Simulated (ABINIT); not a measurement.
**A GW run on BaTiO3 (P4mm) in ABINIT, with inputs changed**

Aim: change inputs of a GW run on BaTiO3 (P4mm) and see what moves.

Method: PBE and many-body steps on it, plane waves, in ABINIT 10.8.3.

Most raw output is cut from this account.

### Step 1. The starting structure

The structure is tetragonal, space group P4mm (No. 99). The conventional cell has a = 3.990 Å, b = 3.990 Å, c = 4.023 Å, α = 90.00°, β = 90.00°, γ = 90.00°. Nearest to Ba lie 12 O at 2.80 to 2.87 Å. Nearest to Ti lie 6 O at 1.84 to 2.18 Å. Nearest to O lie 2 Ti at 1.84 to 2.18 Å and 4 Ba at 2.82 Å. Nearest to O lie 2 Ti at 2.00 Å and 4 Ba at 2.80 to 2.87 Å. Farther neighbours and most contacts between anions are not listed.

The cell and positions come from the Crystallography Open Database and are kept as given unless a step says otherwise. Spin-orbit coupling is left out unless a step names it.

### Step 2. Screening, 4×4×4 mesh, 108 bands, screening to 152.4 eV

This step: ABINIT 10.8.3; RPA screening on PBE, plane waves, norm-conserving pseudopotentials.

The RPA dielectric matrix is built and inverted for each q.

Contents of run.abi:

```
acell 3*1.0 Angstrom
rprim 
  3.990480000000 0.000000000000 0.000000000000
  0.000000000000 3.990480000000 0.000000000000
  0.000000000000 0.000000000000 4.023030000000
ntypat 3
znucl 56 22 8
natom 5
typat 1 2 3 3 3
xred 
  0.000000000000 0.000000000000 0.000000000000
  0.500000000000 0.500000000000 0.522000000000
  0.500000000000 0.500000000000 0.979000000000
  0.500000000000 0.000000000000 0.488000000000
  0.000000000000 0.500000000000 0.488000000000
pp_dirpath "pseudos"
pseudos "Ba.upf, Ti.upf, O.upf"
ecut 38
ngkpt 4 4 4
nshiftk 1
shiftk 0 0 0
kptopt 1
chksymbreak 0
istwfk *1
occopt 1
irdwfk 1
optdriver 3
nband 108
ecuteps 5.6
inclvkb 2
awtr 1
symchi 1
indata_prefix "in"
outdata_prefix "out"
tmpdata_prefix "tmp"
```

Command:

```console
> OMP_NUM_THREADS=1 mpirun -n 8 abinit run.abi > log
```

Run time: 35 s. Hardware: 8 MPI ranks of AMD EPYC 9R45, shared host; peak memory 3 GiB; 4.6 min of CPU time.

Numbers from this step:

```
ε∞ with local fields, on this mesh, along the program's q direction : 5.795
the same without local fields                                       : 6.426
plasma frequency                                                    : 29.34 eV
plane waves in the screening matrix                                 : 257
```

Local fields lower ε∞ by 10 %. On a Γ-centred mesh this coarse the value itself is usually too large, while a short band sum pulls it down.

### Step 3. Base

The self-energy is evaluated for the states that the input lists, and the levels follow from it, in one-shot runs by the linearised quasiparticle equation.

This step: G0W0 on PBE, plane waves, norm-conserving pseudopotentials.

Edit run.abi of step 2 so:

```diff
@@ -26,8 +26,17 @@
 irdwfk 1
-optdriver 3
+optdriver 4
 nband 108
+gwcalctyp 0
+ecutsigx 38
+symsigma 1
+nkptgw 2
+kptgw 
+  0.5000000000 0.5000000000 0.5000000000
+  0.0000000000 0.0000000000 0.0000000000
+bdgw 
+  18 23
+  19 23
 ecuteps 5.6
-inclvkb 2
-awtr 1
-symchi 1
+irdscr 1
+ppmodel 1
 indata_prefix "in"
```

The job ended after 7.9 s (8 MPI ranks; peak memory 2.2 GiB; 62 s of CPU time).

Numbers from this step:

```yaml
g0w0_gap_on_the_points_computed: 3.367 eV
starting_gap_on_the_mesh: 1.851 eV
k_of_the_valence_top: 0.5, 0.5, 0.5
k_of_the_conduction_bottom: 0, 0, 0
z_at_the_valence_top: 0.764
z_at_the_conduction_bottom: 0.781
least_direct_g0w0_gap_on_the_computed_points: 3.755 eV
```

The gap on the mesh goes from 1.85 eV to 3.37 eV, a correction of +1.52 eV.

### Step 4. Coulomb singularity

Edit run.abi of step 3 so:

```diff
@@ -41,2 +41,3 @@
 ppmodel 1
+gw_icutcoul 7
 indata_prefix "in"
```

Run time: 7.9 s. Hardware: 8 MPI ranks; peak memory 2.2 GiB; 62 s of CPU time.

This step gave:

| Property | Result |
| --- | --- |
| G0W0 gap on the points computed | 3.369 eV |
| starting gap on the mesh | 1.851 eV |
| k of the valence top | 0.5, 0.5, 0.5 |
| k of the conduction bottom | 0, 0, 0 |
| Z at the valence top | 0.763 |
| Z at the conduction bottom | 0.781 |
| least direct G0W0 gap on the computed points | 3.758 eV |

Against G0W0 in ABINIT (4×4×4 mesh, 108 bands, screening to 152.4 eV, Godby-Needs plasmon pole), the gap moves by +0.002 eV.

### Step 5. The runs together

Times are wall times on 8 MPI ranks of AMD EPYC 9R45, shared host, good to a factor of about two. A run's time includes the screening step that it read.

```csv
run,mesh,bands,screening cutoff (eV),DFT gap (eV),gap on the mesh (eV),direct (eV),ε∞ used,time
base,4×4×4,108,152.4,1.851,3.367,3.755,5.80,43 s
Coulomb singularity,4×4×4,108,152.4,1.851,3.369,3.758,5.80,43 s
```

### Step 6. Summary of results

* base: 3.367 eV
* Coulomb singularity: 3.369 eV
* known limits: not at the basis limit; no spin-orbit coupling; coarse k mesh

In words: Coulomb singularity: +0.002 eV against base (keys changed: gw_icutcoul). Bands and cutoff are finite, so the gap is not at the basis limit. The miss can reach some tenths of an eV and take either sign; the mesh is an error of its own. In the first G0W0 run levels were corrected at 2 k points alone, so a gap called «on the mesh» is the least over those, and an edge elsewhere would be missed. The 4×4×4 mesh is coarse for this cell, which bears on the long-range parts of exchange and screening. The many-body steps are scalar-relativistic: spin-orbit coupling is not in them.

[Paths, hosts, dates, memory and timing lines, banners, echoed tables and standing remarks are left out of the program output.]

[Logs are printed without paths, hosts, clocks, repeated set-up lines and the standing remarks that a program may print on its own settings, such as how far it seeks lower states.]

[Runs of the session that timed out or met a known fault of the program may be left out.]

[No measured gap is set beside runs whose start may be inverted or whose files or cutoffs have a known fault.]

[Hosts, paths, dates, database ids (printed as entryN), source tags and the programs' standing remarks are cut or masked in the printed files.]

[G0W0 gaps are taken among the corrected bands and points alone; a level outside them can change the order at an edge.]

[Where Ansatz stands beside ABINIT at settings called matched, ABINIT's density can come from a denser mesh and the files from another edition; pairs whose starting gaps differed by over 0.03 eV were left out, so agreement reads better than it is.]
